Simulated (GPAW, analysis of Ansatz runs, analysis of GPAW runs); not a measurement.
# Interstitial Mn in Si: charge-transition level against experiment (GPAW)

Subject: interstitial Mn in Si. Wanted: its charge-transition level, in one set-up (RPBE, plane waves 500 eV, 64-site cell, RPBE lattice, k: the zone centre alone then 2x2x2 shifted, dielectric constants 11.7 and 11.7 (handbook)). The model is a cell of 64 host atoms with 1 Mn put in. The level is the Fermi energy at which two charge states have equal formation energy, after a correction for the images of the charge.

Measured beforehand: (+1/0) level below the conduction-band bottom: 0.42 eV, by DLTS (quoted in “Electronic structure of transition-atom impurities in semiconductors: Substitutional 3d impurities in silicon”, 1983, A. Zunger and U. Lindefelt, quoting earlier work (1981)). The runs below try to reproduce this.

Method: GPAW plane-wave PAW DFT, RPBE; relaxation of all atoms of a defect supercell, in GPAW 26.7.0.

### Step 1. The structure

The cell holds 65 atoms: 64 Si and 1 Mn. Its edges and angles: a = 11.016 Å, b = 11.016 Å, c = 11.016 Å, α = 90.0°, β = 90.0°, γ = 90.0°. It derives from Si (space group Fd-3m). Nearest the centre at fractional (0.625, 0.625, 0.125): Mn65 at 0.02 Å, Si50 at 2.37 Å, Si52 at 2.38 Å, Si49 at 2.38 Å, Si51 at 2.40 Å, Si55 at 2.74 Å, Si38 at 2.75 Å, Si54 at 2.75 Å. The cell carries charge +1.

The host's primitive cell comes from a first run (GPAW plane-wave PAW DFT, RPBE; relaxation of cell and atoms of a defect-free cell): vectors of 3.895, 3.895 and 3.895 Å. That is 20.89 Å³ an atom, 4.3 % over the diffraction cell's volume. The supercell is built on it.

### Step 2. Relaxation, charge +1

Every later number rests on the structure around the defect, so the atoms are relaxed at the host's lattice first.

run.py reads:

```python
import numpy as np
from ase.io import read, write
from ase.parallel import parprint, world
from gpaw import GPAW, PW
from ase.optimize import BFGS

atoms = read('POSCAR')
magmoms = np.zeros(len(atoms))
magmoms[[64]] = 4 / 1
atoms.set_initial_magnetic_moments(magmoms)
calc = GPAW(mode=PW(500),
            xc='RPBE',
            kpts={'size': (1, 1, 1), 'gamma': True},
            charge=1,
            occupations={'name': 'fermi-dirac', 'width': 0.01, 'fixmagmom': True},
            nbands=145,
            convergence={'density': 1e-05, 'forces': 0.001},
            maxiter=150,
            symmetry='off',
            txt='gpaw.txt')
atoms.calc = calc
opt = BFGS(atoms, trajectory='relax.traj', logfile='-')
done = opt.run(fmax=0.02, steps=80)
parprint('Converged:', done)
energy = atoms.get_potential_energy()
forces = atoms.get_forces()
parprint(f'Energy: {energy:.6f} eV, largest force {np.linalg.norm(forces, axis=1).max():.4f} eV/A')
calc.write('gs.gpw')
write('final.xyz', atoms)
parprint('Moments:', atoms.get_magnetic_moments().round(3))
for s in range(calc.get_number_of_spins()):
    parprint('Levels (eV), spin', s, calc.get_eigenvalues(kpt=0, spin=s)[-16:].round(3))
```

POSCAR reads:

```
Si Mn
 1.0000000000000000
    11.0159874872810537    0.0000000000000000    0.0000000000000000
     0.0000000000000000   11.0159874872810537    0.0000000000000000
     0.0000000000000000    0.0000000000000000   11.0159874872810466
 Si  Mn 
  64   1
Direct
  0.0012645846197998 -0.0009579121938941  0.2491171484367569
 -0.0001914718778125  0.2515993862572955  0.0008375548352548
  0.2515875177565026  0.0006867774784646  0.0005516519356495
  0.2495719181137940  0.2516094797238973  0.2507228533820270
  0.1250132605834225  0.1260364662074706  0.3735094435602085
  0.1267314266233009  0.3755461530015579  0.1249912589442054
  0.3748231976114597  0.1259152100657514  0.1234420116055015
  0.3732804871588882  0.3744315721455778  0.3748720895146850
 -0.0001072459045731 -0.0012465365687456  0.7486843851228198
 -0.0000152226370140  0.2514316736307708  0.5011163667736876
  0.2502383496410285  0.0017462682409373  0.4995641870910314
  0.2492065288551819  0.2488718799062221  0.7511806547189467
  0.1245618840316015  0.1234108267420454  0.8742392251780269
  0.1239372974403956  0.3748465114865793  0.6235359985772484
  0.3749144557655916  0.1260129273729485  0.6234957205021909
  0.3760141524793313  0.3755524262043023  0.8735991014205563
  0.0017097803583259  0.5002088984453543  0.2494262327601700
 -0.0009790117309854  0.7515249560753415  0.0001106413396436
  0.2505461014251174  0.4994810131480921 -0.0016518544554900
  0.2501895803376885  0.7517799342945936  0.2503034619835801
  0.1238655894920364  0.6259757768085721  0.3760281874837465
  0.1237505359198205  0.8741106094097872  0.1240283934269221
  0.3732848462524301  0.6250335140843831  0.1255944078603929
  0.3749297773645471  0.8764303622377936  0.3738840566882951
 -0.0011389807962486  0.4991147453421849  0.7511023810436496
  0.0011760170566748  0.7487121339810521  0.4994954388763382
  0.2496280561888380  0.4988293684900567  0.4986630342767897
  0.2497187544093759  0.7501861712227859  0.7517839387208042
  0.1233291230632145  0.6254787669048052  0.8755245464346084
  0.1243114399075502  0.8749137783227694  0.6266776912462263
  0.3735102338424726  0.6247950534682415  0.6239827540505473
  0.3741581546160133  0.8734170475708541  0.8747140741989559
  0.4983271180999552 -0.0004970634240399  0.2505005910275063
  0.4991987026180907  0.2486609149210657  0.0009278851124874
  0.7502088004158218  0.0008915341696060  0.0015677260772210
  0.7512096029316299  0.2494658309447509  0.2512440740564802
  0.6236402252346723  0.1258623289153631  0.3758388076621731
  0.6245091656215863  0.3754696488975103  0.1266836593881250
  0.8761805364823846  0.1263170493177621  0.1245902289751685
  0.8766322773612404  0.3742148857947447  0.3748756483909229
  0.5011387744831313 -0.0014023443898343  0.7501811619172343
  0.5005333340941711  0.2485643537966902  0.4990249758631271
  0.7510348404531672 -0.0009285410507547  0.5011675243281132
  0.7482330704775142  0.2504062450899975  0.7500955098512416
  0.6242625876128235  0.1266491733072412  0.8748193140865521
  0.6253805684069241  0.3755586484970329  0.6233149848780339
  0.8758662426651371  0.1265889702785089  0.6248551042607763
  0.8756086313355997  0.3733110170299500  0.8752703716231454
  0.4990358932943059  0.5015198332259618  0.2502383310450478
  0.5010928450471962  0.7497702464400879  0.0014314674185539
  0.7514942629974167  0.5006515046956533 -0.0007993222161783
  0.7496503640441933  0.7487152455146094  0.2512342436822071
  0.6251169245661634  0.6231958694575539  0.3748337544224166
  0.6239799270835305  0.8745647496989941  0.1264374300460683
  0.8732942402089479  0.6253943502421819  0.1254806951253884
  0.8746744211598895  0.8767718157823410  0.3752255319607849
  0.4982270904537001  0.5002948970355922  0.7497430471316452
  0.5001595948917548  0.7505704880203653  0.4982838211226160
  0.7488174674510316  0.4994288081485951  0.5012536161808727
  0.7483296318681966  0.7492944207130071  0.7500906953879589
  0.6266851831797462  0.6247865759710723  0.8743590593622860
  0.6238430557006203  0.8739653777323918  0.6240580700214580
  0.8758733274465054  0.6241821420518503  0.6263655053487642
  0.8741288577289645  0.8764184696167826  0.8757247429462904
  0.6239910166694814  0.6262780188141553  0.1258030049310367
```

On the command line:

```
OMP_NUM_THREADS=1 mpirun -n 4 gpaw python run.py > stdout
```

The log of the run:

```text
__  _  _
 | _ |_)|_||  |
 |__||  | ||/\| - 26.7.0

Input parameters:
  mode=PW(ecut=500.0),
  charge=1,
  convergence={'density': 1e-05, 'forces': 0.001},
  kpts=MonkhorstPack(size=(1, 1, 1), gamma=True),
  maxiter=150,
  nbands=145,
  occupations=Occupations(name='fermi-dirac', width=0.01, fixmagmom=True),
  symmetry=Symmetry(point_group=False, time_reversal=False),
  xc=XC(name='RPBE')

Diagonalizing LCAO Hamiltonian
Converting LCAO to pw mode
        .--------------------------.
       /|                          |
      / |                          |
     /  |        Si            Si  |
    /   |SiSi         Si Si        Si
   /    |    Si           Si       |
  /     | Si  Si        Si Si      |
 *      |         Si        Si Si  |
 |   Si |      Si  Si        Si    |
 |    Si|Si         Si Si          |
 |     Si        Si  Si  Si    Si  |
 |      SSiSSi        Si  Si       |
 |      |    Si Si        Si  Si   |
 |      | Si  Si        Si Si      |
 |   Si Si--------Si---------------.
 |   Si/       Si  Si Mn     Si   /
 |    /  Si         Si Si        /i
 |   / Si           Si          /
 |  /       Si            Si   /
 | /            Si            Si
 |/                          /
 *------Si-----------Si-----*

Atoms  # Å, Bohr magnetons
|    | symbol |         x |         y |         z |    initial magnetic moments |
|----|--------|-----------|-----------|-----------|-----------------------------|
|  0 |     Si |  0.013931 | -0.010552 |  2.744271 | ( 0.0000,  0.0000,  0.0000) |
|  1 |     Si | -0.002109 |  2.771616 |  0.009226 | ( 0.0000,  0.0000,  0.0000) |
|  2 |     Si |  2.771485 |  0.007566 |  0.006077 | ( 0.0000,  0.0000,  0.0000) |
|  3 |     Si |  2.749281 |  2.771727 |  2.761960 | ( 0.0000,  0.0000,  0.0000) |
|  4 |     Si |  1.377145 |  1.388416 |  4.114575 | ( 0.0000,  0.0000,  0.0000) |
|  5 |     Si |  1.396072 |  4.137012 |  1.376902 | ( 0.0000,  0.0000,  0.0000) |
|  6 |     Si |  4.129048 |  1.387080 |  1.359836 | ( 0.0000,  0.0000,  0.0000) |
|  7 |     Si |  4.112053 |  4.124734 |  4.129586 | ( 0.0000,  0.0000,  0.0000) |
|  8 |     Si | -0.001181 | -0.013732 |  8.247498 | ( 0.0000,  0.0000,  0.0000) |
|  9 |     Si | -0.000168 |  2.769768 |  5.520292 | ( 0.0000,  0.0000,  0.0000) |
| 10 |     Si |  2.756623 |  0.019237 |  5.503193 | ( 0.0000,  0.0000,  0.0000) |
| 11 |     Si |  2.745256 |  2.741570 |  8.274997 | ( 0.0000,  0.0000,  0.0000) |
| 12 |     Si |  1.372172 |  1.359492 |  9.630608 | ( 0.0000,  0.0000,  0.0000) |
| 13 |     Si |  1.365292 |  4.129304 |  6.868865 | ( 0.0000,  0.0000,  0.0000) |
| 14 |     Si |  4.130053 |  1.388157 |  6.868421 | ( 0.0000,  0.0000,  0.0000) |
| 15 |     Si |  4.142167 |  4.137081 |  9.623557 | ( 0.0000,  0.0000,  0.0000) |
[...]
| 64 |     Mn |  6.873877 |  6.899071 |  1.385844 | ( 0.0000,  0.0000,  4.0000) |

Unit cell  # Å
| periodic |         x |         y |         z |   lengths |    angles |
|----------|-----------|-----------|-----------|-----------|-----------|
|      yes | 11.015987 |  0.000000 |  0.000000 | 11.015987 | 90.000000 |
|      yes |  0.000000 | 11.015987 |  0.000000 | 11.015987 | 90.000000 |
|      yes |  0.000000 |  0.000000 | 11.015987 | 11.015987 | 90.000000 |

Number of symmetries: 1
Symmetry operations  # r_c * U_cc + t_c -> r_c
|   | kind |            matrix            |
|---|------|------------------------------|
| 0 |  E   |  1, 0, 0,  0, 1, 0,  0, 0, 1 |

BZ-sampling:
  Number of BZ points: 1
  Number of IBZ points: 1

  Monkhorst-Pack size: [1, 1, 1]
  Monkhorst-Pack shift: [0, 0, 0]

K-points  # in reciprocal-cell coordinates
|   |                                coordinates |     weight |
|---|--------------------------------------------|------------|
| 0 | (  0.00000000,   0.00000000,   0.00000000) | 1.00000000 |

Plane wave coefficients: 16941
Cutoff: 500.0 eV

Spin-components: 2 (collinear spins)
Bands:           145
Projectors:      326
Spin-degeneracy: 1
Datatype:        float64

Density:
  Valence electrons: 271.0
  Components: 2
  Grid points: [60 60 60]
  Charge: 1.0  # |e|

Potential:
  Grid points: [60 60 60]

species:
  Si:
    name:    Silicon
    Z:       14.0
    valence: 4
    core:    10
    charge:  0.0  # [|e|]
    compensation charges:
      type: gauss
      rc: 0.33  # [Å]
      lmax: 2
    cutoffs:
      filter: 1.86  # [Å]
      core: 2.06  # [Å]
    projectors
    | kind |    occ | energy [eV] | rcut [Å] |
    |------|--------|-------------|----------|
    |   3s |  2.000 |     -10.793 |    1.058 |
    |   3p |  2.000 |      -4.075 |    1.058 |
    |    s |        |      16.418 |    1.058 |
    |    p |        |      23.136 |    1.058 |
    |    d |        |       0.000 |    1.058 |

    Using partial waves for Si as LCAO basis

  Mn:
    name:    Manganese
    Z:       25.0
    valence: 15
    core:    10
    charge:  0.0  # [|e|]
    compensation charges:
      type: gauss
      rc: 0.38  # [Å]
      lmax: 2
    cutoffs:
      filter: 2.14  # [Å]
      core: 0.86  # [Å]
    projectors
    | kind |    occ | energy [eV] | rcut [Å] |
    |------|--------|-------------|----------|
    |   3s |  2.000 |     -85.954 |    1.275 |
    |   4s |  2.000 |      -5.040 |    1.275 |
    |   3p |  6.000 |     -54.618 |    1.281 |
    |   4p |  0.000 |      -1.367 |    1.281 |
    |   3d |  5.000 |      -6.715 |    1.138 |
    |    d |        |      20.497 |    1.138 |

    Using partial waves for Mn as LCAO basis

Reference energy: -536462.543093  # eV

eigensolver:
  PPCG
  Converge bands: occupied
  niter=2

density mixing:
  MSR1-Mixer
  Pratt-step length: 0.05
  Maximum mixing coefficient: 0.75
  Old densities: 10
  SVD Regularization: 0.005
  Good broyden scale: 1.0
  Trust region scale: 1.0
  Backstep threshold: 4.0
  History deletion threshold: 6.0
  Fourier metric: weight=20.0, sigma=0.015

occupation numbers:
  Fixed magnetic moment: 4.000
  Fermi-Dirac:
    width: 0.0100  # eV

poisson solver:
  ecut: 4000.0  # eV
  uniform background charge: 1.0  # electrons

xc functional:
  name: RPBE with 2 nearest neighbor stencil

Initialization done in: 6.596 s

convergence criteria:
- Maximum integral of absolute [dens]ity change: 1e-05 electrons / valence electron
- Maximum change in the atomic [forces] across last 2 cycles: 0.001 eV/Ang OR
Maximum error relative to the maximum force is below inf
- Maximum [total energy] change in last 3 cyles: 0.0005 eV / valence electron
- Maximum integral of absolute [eigenst]ate change: 4e-08 eV^2 / valence electron
maximum number of iterations: 150

SCF iterations
[...]
Maximum error relative to the maximum force is below inf
- Maximum [total energy] change in last 3 cyles: 0.0005 eV / valence electron
- Maximum integral of absolute [eigenst]ate change: 4e-08 eV^2 / valence electron
maximum number of iterations: 150

SCF iterations
|iter     | |      energy | eigst |  dens |force |  magmom |
|---------|-|-------------|-------|-------|------|---------|
|iter:   1| | -333.725308c| -4.47 |       |      |  +3.9999|
[...]
|iter:   3| | -333.725208c| -5.61 | -3.63 |      |  +3.9999|
|iter:   4| | -333.725200c| -6.32 | -3.91 |      |  +3.9999|
|iter:   5| | -333.725198c| -6.37 | -4.11 |      |  +4.0000|
|iter:   6| | -333.725197c| -6.93 | -4.27 |      |  +4.0000|
|iter:   7| | -333.725197c| -7.67c| -4.44 |      |  +4.0000|
|iter:   8| | -333.725198c| -7.79c| -4.76 |      |  +4.0000|
|iter:   9| | -333.725198c| -8.00c| -5.18c|-1.70 |  +4.0000|
|iter:  10| | -333.725198c| -8.19c| -5.53c|-3.87c|  +4.0000|

Converged in 10 steps
SCF loop duration: 48.959 s (4.896 s/step)
Energy contributions relative to reference atoms: (reference = -536462.543093)

Energy contributions:
  Kinetic:         380.238456
  Coulomb:        -341.269631
  Zero:             -0.528565
  External:          0.000000
  Xc:             -372.165457
  Entropy:          -0.000001
  Spinorbit:         0.000000
  ----------------------------
  Free energy:    -333.725198
  Extrapolated:   -333.725198

dipole moment: (6.122941, -88.675821, 3.077271)  # |e|*Ang

Total magnetic moment: (0.000000, 0.000000, 4.000000)

Local magnetic moments
|        x |        y |         z |
|----------|----------|-----------|
[...]
Fermi levels: 5.447, 5.404
Eigenvalues  # (at kpt = [0.000, 0.000, 0.000])
| band index |      eig [eV] | occ [0-1] |      eig [eV] | occ [0-1] |
|------------|---------------|-----------|---------------|-----------|
[...]
|        ... |               |           |               |           |
[...]
|        ... |               |           |               |           |
[...]
Gap: 0.248 eV
Transition (v -> c):
  (s=1, k=0, n=132, [0.00, 0.00, 0.00]) -> (s=1, k=0, n=133, [0.00, 0.00, 0.00])
No difference between direct/indirect transitions

Forces  # eV/Ang
|        x |        y |        z |
|----------|----------|----------|
[...]
.--------------------------.
       /|                          |
      /i|           Si             |
     /  |        Si            Si  |
    /   |Si           Si Si        |
   /    |    Si           Si       |
  /     | Si  Si        Si Si      |
 *   Si |         Si Si     Si     |
 |   Si |       Si Si        Si    |
 |      |Si         Si Si        Si|
 |     Si  Si  SiSi Si   Si Si Si  |
 |      |Si Si        Si  Si       Si
 |      |    Si Si        Si  Si   |
 |      |  Si Si        Si Si      |
 |   Si Si--------Si---------------.
 |   Si/        Si Si Mn     Si   /
 |    /  Si            Si        /
 |   / Si  Si Si    Si          /
 |  /       Si            Si   /
 | Si           Si            /
 |/                          /
 *------Si------------------*

Atoms  # Å, Bohr magnetons
|    | symbol |         x |         y |         z |    initial magnetic moments |
|----|--------|-----------|-----------|-----------|-----------------------------|
[...]
| 56 |     Si |  5.507051 |  5.510446 |  8.282198 | ( 0.0000,  0.0000,  0.0011) |
| 57 |     Si |  5.500784 |  8.282467 |  5.517333 | ( 0.0000,  0.0000,  0.0047) |
| 58 |     Si |  8.278740 |  5.505732 |  5.517832 | ( 0.0000,  0.0000,  0.0046) |
| 59 |     Si |  8.255620 |  8.258045 |  8.274473 | ( 0.0000,  0.0000,  0.0030) |
| 60 |     Si |  6.879517 |  6.880865 |  9.655373 | ( 0.0000,  0.0000,  0.0248) |
| 61 |     Si |  6.883300 |  9.643967 |  6.891839 | ( 0.0000,  0.0000,  0.0086) |
| 62 |     Si |  9.641128 |  6.886251 |  6.892082 | ( 0.0000,  0.0000,  0.0086) |
| 63 |     Si |  9.635958 |  9.640517 |  9.634459 | ( 0.0000,  0.0000, -0.0011) |
| 64 |     Mn |  6.827465 |  6.829470 |  1.323360 | ( 0.0000,  0.0000,  2.7852) |

Unit cell  # Å
| periodic |         x |         y |         z |   lengths |    angles |
|----------|-----------|-----------|-----------|-----------|-----------|
|      yes | 11.015987 |  0.000000 |  0.000000 | 11.015987 | 90.000000 |
|      yes |  0.000000 | 11.015987 |  0.000000 | 11.015987 | 90.000000 |
|      yes |  0.000000 |  0.000000 | 11.015987 | 11.015987 | 90.000000 |

Initialization done in: 2.800 s

convergence criteria:
- Maximum integral of absolute [dens]ity change: 1e-05 electrons / valence electron
- Maximum change in the atomic [forces] across last 2 cycles: 0.001 eV/Ang OR
Maximum error relative to the maximum force is below inf
- Maximum [total energy] change in last 3 cyles: 0.0005 eV / valence electron
- Maximum integral of absolute [eigenst]ate change: 4e-08 eV^2 / valence electron
maximum number of iterations: 150

SCF iterations
|iter     | |      energy | eigst |  dens |force |  magmom |
|---------|-|-------------|-------|-------|------|---------|
|iter:   1| | -333.725454c| -4.83 |       |      |  +4.0000|
|iter:   2| | -333.725431c| -6.19 | -3.67 |      |  +4.0000|
|iter:   3| | -333.725394c| -5.98 | -3.75 |      |  +4.0000|
|iter:   4| | -333.725387c| -6.59 | -4.00 |      |  +4.0000|
|iter:   5| | -333.725386c| -6.74 | -4.21 |      |  +4.0000|
|iter:   6| | -333.725386c| -7.54c| -4.41 |      |  +4.0000|
|iter:   7| | -333.725386c| -7.56c| -4.70 |      |  +4.0000|
|iter:   8| | -333.725386c| -7.86c| -5.02c|-1.92 |  +4.0000|
|iter:   9| | -333.725386c| -8.22c| -5.44c|-3.64c|  +4.0000|

Converged in 9 steps
SCF loop duration: 42.239 s (4.693 s/step)
Energy contributions relative to reference atoms: (reference = -536462.543093)

Energy contributions:
  Kinetic:         380.232171
  Coulomb:        -341.266513
  Zero:             -0.528550
  External:          0.000000
  Xc:             -372.162494
  Entropy:          -0.000001
  Spinorbit:         0.000000
  ----------------------------
  Free energy:    -333.725386
  Extrapolated:   -333.725386

dipole moment: (6.136680, -88.681703, 3.094382)  # |e|*Ang

Total magnetic moment: (0.000000, 0.000000, 4.000000)

Local magnetic moments
|        x |        y |         z |
|----------|----------|-----------|
[...]
Fermi levels: 5.447, 5.403
Eigenvalues  # (at kpt = [0.000, 0.000, 0.000])
| band index |      eig [eV] | occ [0-1] |      eig [eV] | occ [0-1] |
|------------|---------------|-----------|---------------|-----------|
[...]
|        ... |               |           |               |           |
[...]
|        136 |         5.182 |     1.000 |         5.928 |     0.000 |
|        137 |         5.729 |     0.000 |         5.928 |     0.000 |
|        138 |         6.005 |     0.000 |         6.127 |     0.000 |
|        139 |         6.006 |     0.000 |         6.141 |     0.000 |
|        140 |         6.046 |     0.000 |         6.142 |     0.000 |
|        141 |         6.047 |     0.000 |         6.231 |     0.000 |
|        142 |         6.050 |     0.000 |         6.232 |     0.000 |
|        ... |               |           |               |           |
|        144 |         6.384 |     0.000 |         6.543 |     0.000 |

Gap: 0.250 eV
Transition (v -> c):
  (s=1, k=0, n=132, [0.00, 0.00, 0.00]) -> (s=1, k=0, n=133, [0.00, 0.00, 0.00])
No difference between direct/indirect transitions

Forces  # eV/Ang
|        x |        y |        z |
|----------|----------|----------|
[...]
| -0.00009 |  0.00294 |  0.01181 |  # Si  57
|  0.00012 | -0.00081 |  0.00482 |  # Si  58
|  0.00807 |  0.01527 |  0.00019 |  # Si  59
|  0.00198 |  0.00317 | -0.00178 |  # Si  60
|  0.00329 |  0.00226 |  0.00155 |  # Si  61
|  0.00918 |  0.00236 |  0.00359 |  # Si  62
|  0.00718 | -0.00311 |  0.00134 |  # Si  63
|  0.00493 | -0.00021 |  0.00227 |  # Mn  64

# Writing to gs.gpw (mode='')
```

It took 22 min on 4 MPI ranks of Arm Neoverse V2, shared host; peak memory 2.5 GiB; 88 min of CPU time.

(Continued in part 2 of 4.)

[Logs are printed without paths, hosts, clocks, repeated set-up lines and the standing remarks that a program may print on its own settings, such as how far it seeks lower states.]

[Hosts, paths, dates, database ids (printed as entryN), source tags and the programs' standing remarks are cut or masked in the printed files.]

[For some hosts the program warned that the k-mesh of the response run may be too coarse for force constants and the static dielectric constant; such warnings are not shown here.]
